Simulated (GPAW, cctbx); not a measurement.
## SbP: deformation density and structure factors from DFT

Question: by how much does bonding change the X-ray structure factors of SbP, how firmly does DFT give the change, and what does a routine refinement make of it?

The start was made by putting kin elements into a known structure type; the compound need not exist, or be stable, in this form. All numbers below are calculated.

## 1. Relax the structure

The density hangs on the geometry, so cell and atoms are relaxed first, with the symmetry held. The cutoff is set higher than for the density because stress converges slowly with plane waves.

Settings: GPAW 26.7.0, PBE, 570 eV, 4×4×4 k-points, Fermi–Dirac width 0.05 eV, BFGS to 0.03 eV/Å.

```text
cell
1.0
    -2.007500000    3.477091996    0.000000000
    -4.015000000    0.000000000    0.000000000
    -2.007500000    1.159030665    3.641000000
Sb P
1 1
Direct
0.764100000 0.764100000 0.707700000
0.228633333 0.228633333 0.314100001
```

```console
$ OMP_NUM_THREADS=1 mpirun -n 4 gpaw python run.py > gpaw.log
```

```text
BFGS:    0       -9.615555        0.932001
BFGS:    1       -9.648039        0.747420
BFGS:    2       -9.690955        0.248233
BFGS:    3       -9.692837        0.160280
...
BFGS:    8       -9.699546        0.045793
BFGS:    9       -9.699693        0.043638
BFGS:   10       -9.699804        0.026014
cell  3.9943 3.9943 4.1570  61.29 61.29 60.00
volume 47.789 A^3, largest force 0.027 eV/A, largest stress 0.12 GPa
```

After 10 steps the volume has changed by -6.0 % and the energy by -0.084 eV; the largest stress left is 0.12 GPa. It took 22 s on 4 cores of Intel(R) Xeon(R) Platinum 8488C (Sapphire Rapids) (shared host), peak memory 0.81 GiB.

Relaxed structure: R3m (no. 160), a = 3.9943 Å, b = 3.9943 Å, c = 10.3762 Å, α = 90.00°, β = 90.00°, γ = 120.00°.

```csv
atom,mult.,x,y,z
Sb1,3,0,0,0.2319
P1,3,2/3,1/3,0.1087
```

## 2. The all-electron density

X-rays see the whole electron density, so the PAW density is rebuilt with its core regions. Subtracting spherical free atoms from the same code cancels the cores and leaves the deformation density Δρ, the part due to bonding.

Settings: PBE, 450 eV, 6×6×6 k-points, Fermi–Dirac width 0.05 eV; primitive cell of 2 atoms.

```console
$ OMP_NUM_THREADS=1 mpirun -n 4 gpaw python run.py > gpaw.log
```

```text
|iter:   1|       0s |   -9.729000 | +0.48 |       |
|iter:   2|       1s |   -9.705261 | -1.56 | -1.30 |
|iter:   3|       1s |   -9.598507 | -1.93 | -1.35 |
...
|iter:   7|       2s |   -9.597265c| -6.19 | -3.74 |
|iter:   8|       2s |   -9.597265c| -7.25 | -4.52c|
|iter:   9|       2s |   -9.597265c| -8.20c| -5.33c|
```

```text
gpts.py:43: UserWarning: Initial realspace grid (20,20,21) inconsistent with symmetries.
gpts.py:43: UserWarning: Initial realspace grid (20,20,21) inconsistent with symmetries.
gpts.py:43: UserWarning: Initial realspace grid (20,20,21) inconsistent with symmetries.
gpts.py:43: UserWarning: Initial realspace grid (20,20,21) inconsistent with symmetries.
gpts.py:70: UserWarning: Using symmetrized grid: (21,21,21).
gpts.py:70: UserWarning: Using symmetrized grid: (21,21,21).
gpts.py:70: UserWarning: Using symmetrized grid: (21,21,21).
gpts.py:70: UserWarning: Using symmetrized grid: (21,21,21).
grid (42, 42, 42)  electrons 66.000  moved by bonding 0.371 e
deformation density beyond 0.5 A of the nuclei: max 0.110, min -0.071 e/A^3
atom        x       y       z   Voronoi charge  moment
Sb1    0.7681  0.7681  0.6958      0.191       0.00
P 2    0.2246  0.2246  0.3261     -0.191       0.00
mean inner potential of superposed free atoms 16.516 V
total magnetic moment 0.000 muB
```

Deformation density in a plane through the shortest contact of the Sb atom at the origin, in 0.01 e/Å³ (clipped at ±99); x from -1.6 to 4.2 Å, y from 2.4 down to -2.4 Å:

```text
  9   6  -2   .   .  -2   0   1   1   1   2   1  -1  -2   0   1
  4   2  -2   1   3   1   0   0   0   0   1   1  -1  -1  -1   0
  1   1   4   9  10   5   1  -1   0   0   1   1   1   0  -1  -1
 -1   0   3   7   7   2  -1  -1   0   0   0   1   1   1   0  -1
 -1  -2  -1  -1  -1  -4  -4   0   2   1  -2   0   2   2   1   0
  0  -2  -2  -1   .  -1  -4   3   7   3  -3   .   1   2   2   1
  1  -1   1   .   .   .  -2   6  11   6   .   .   .  -1   1   1
  1   0   1  -1   .  -2  -2   4   7   2  -4   .  -1  -1   0   0
  0   0   0   1   2  -1  -3   0   2   1   2   7   7   3   0   0
  0  -1  -1   0   0  -1  -2  -1   0   1   6  10   9   3   0  -1
 -1  -1   0   1   1   1   0  -1  -1   0   2   4   2  -2  -2   0
 -1   0   0   1   2   2   1   0  -1  -2  -3  -2  -1  -4  -4   2
 -1   1   1   1   3   4   3   1   0  -2   1   .   .   0  -2   7
```

Atoms in or within 0.15 Å of the plane: Sb (0.0, 0.0), P (2.6, 0.0) Å. Dots mark points within about 0.45 Å of a nucleus; large values next to them are atomic features.

P gains most (-0.19 e) and Sb loses most (+0.19 e), as electronegativity suggests. Such charges fall far short of formal ones, since overlapping free atoms already put density on their neighbours. Along the shortest contact from the Sb atom at the map's origin, Sb–P at 2.64 Å, Δρ is +0.10 e/Å³ at the midpoint and highest, +0.11, 1.52 Å from Sb (points within 0.5 Å of a nucleus left out): a bond charge, the mark of covalency, pulled towards P. Point values carry grid noise of about 0.01 e/Å³. The run needed 9 iterations, 6.2 s.

## 3. Structure factors

The Fourier components of Δρ, added to those of the free atoms, give the static X-ray structure factors; the Mott–Bethe relation turns them into the Fourier components V of the potential that fast electrons feel.

```text
static structure factors of the conventional cell: F in electrons, V (Mott-Bethe) in volts
   h  k  l      d  |F| table  |F| free   |F| DFT   change   |V| free  |V| DFT  change %
   0  0  3  3.4587   112.084   112.109   111.870   -0.238     5.708    5.775      1.2
   1  0  1  3.2816    98.765    98.762    98.415   -0.347     4.022    4.135      2.8
   1  0 -2  2.8781   156.743   156.853   157.152    0.299     9.557    9.474     -0.9
   1  0  4  2.0753   131.372   131.407   131.161   -0.245     6.488    6.522      0.5
   1  1  0  1.9972   142.220   142.260   142.068   -0.192     7.108    7.132      0.3
   1  0 -5  1.7796   107.099   107.076   107.072   -0.004     4.436    4.441      0.1
   1  1  3  1.7295    92.162    92.122    92.087   -0.035     3.343    3.353      0.3
   0  0  6  1.7294   109.472   109.445   109.097   -0.348     4.547    4.584      0.8
   2  0 -1  1.7060    82.647    82.598    82.669    0.072     2.591    2.589     -0.0
   2  0  2  1.6408   128.260   128.225   127.891   -0.334     5.570    5.599      0.5
   2  0 -4  1.4390   112.618   112.546   113.006    0.459     4.363    4.333     -0.7
   1  0  7  1.3625   106.891   106.816   106.795   -0.022     3.957    3.958      0.0
   2  0  5  1.3286    93.473    93.414    93.358   -0.056     3.234    3.238      0.1
   1  1  6  1.3073    95.850    95.789    95.917    0.128     3.336    3.329     -0.2
```

The largest X-ray change is +0.46 e on 2 0 -4, 0.4 % of |F|. For electrons V goes as (Z − F)/g², so a change of F counts against Z − F, which is small at low angle and wherever the atoms' terms cancel: |V| of 101 moves by +2.8 % (4.02 to 4.13 V) against -0.4 % in |F|. The tabulated Hartree–Fock atoms differ from the free DFT atoms by up to 0.11 e, so the choice of reference atom matters too.

## 4. Convergence

Cutoff and k-mesh: one is changed at a time, to find what the result needs.

```csv
run,ΔF 2 0 -4 (e),ΔF 006 (e),ΔF 101 (e),q(P) (e),moved (e),time
450 eV 6×6×6,+0.459,-0.348,-0.347,-0.191,0.371,6.2 s
250 eV 6×6×6,+0.523,-0.314,-0.352,-0.191,0.404,4.3 s
350 eV 6×6×6,+0.471,-0.343,-0.349,-0.191,0.374,5.2 s
750 eV 6×6×6,+0.459,-0.349,-0.346,-0.190,0.372,13 s
450 eV 2×2×2,+0.475,-0.472,-0.327,-0.189,0.408,8.1 s
450 eV 4×4×4,+0.449,-0.339,-0.340,-0.187,0.349,7.2 s
```

Within 0.01 e of the base on all three: 750 eV 6×6×6. The largest error, 0.124 e, comes with 450 eV 2×2×2. Times are from shared hosts.

## 5. Refining ordinary atoms against data with bonding

Routine crystallography fits spherical atoms. To see the bias, intensities are simulated from tabulated atoms plus the DFT change ΔF, so that bonding alone can misfit (2180 reflections of the full sphere, merged to the counts below, to 0.45 Å, 1.5 % proportional noise plus counting noise, assumed isotropic U as listed, Δρ smeared by the mean U) and refined with cctbx over different ranges.

```csv
range,data,R1,GooF,U Sb1 (true 0.0076),U P1 (true 0.0117),largest shift (Å),"Δρ max, min (e/Å³)"
all data,460,0.0045,0.96,0.0076,0.0117,0.0002,"0.36, -0.27"
"low resolution, d > 0.84",84,0.0039,0.96,0.0074,0.0115,0.0003,"0.11, -0.19"
"high order, d < 0.75",344,0.0049,0.96,0.0076,0.0117,0.0001,"0.33, -0.16"
"occupancies free, d > 0.7",132,0.0039,0.94,0.0076,0.0118,0.0003,"0.10, -0.23"
```

With all data GooF is 0.96, so at this noise the bonding hardly shows; the top residual peak lies 2.33 Å from Sb and 2.33 Å from Sb. No U is off by more than 3 s.u. at low resolution. With Sb1 held at 1 and the scale free, the other occupancies refine to P1 1.000(0.006), within three s.u. of full.

## 6. Answer

Bonding moves 0.37 e in the primitive cell of SbP and changes the structure factors of the conventional cell in the table above by at most 0.46 e (2 0 -4, 0.4 %). The shortest bond, Sb–P, has Δρ = +0.10 e/Å³ at its midpoint, a covalent bond charge. Within 0.01 e of the base on all three: 750 eV 6×6×6. The largest error, 0.124 e, comes with 450 eV 2×2×2. With all data GooF is 0.96, so at this noise the bonding hardly shows. Limits: static density, frozen cores, no spin–orbit coupling.

[Outputs are excerpts: Python notices, other lines and further rows are left out; steps that failed or that the build refused (PBEsol, TPSS) are not shown.]

[Logs are printed without paths, hosts, clocks, repeated set-up lines and the standing remarks that a program may print on its own settings, such as how far it seeks lower states.]
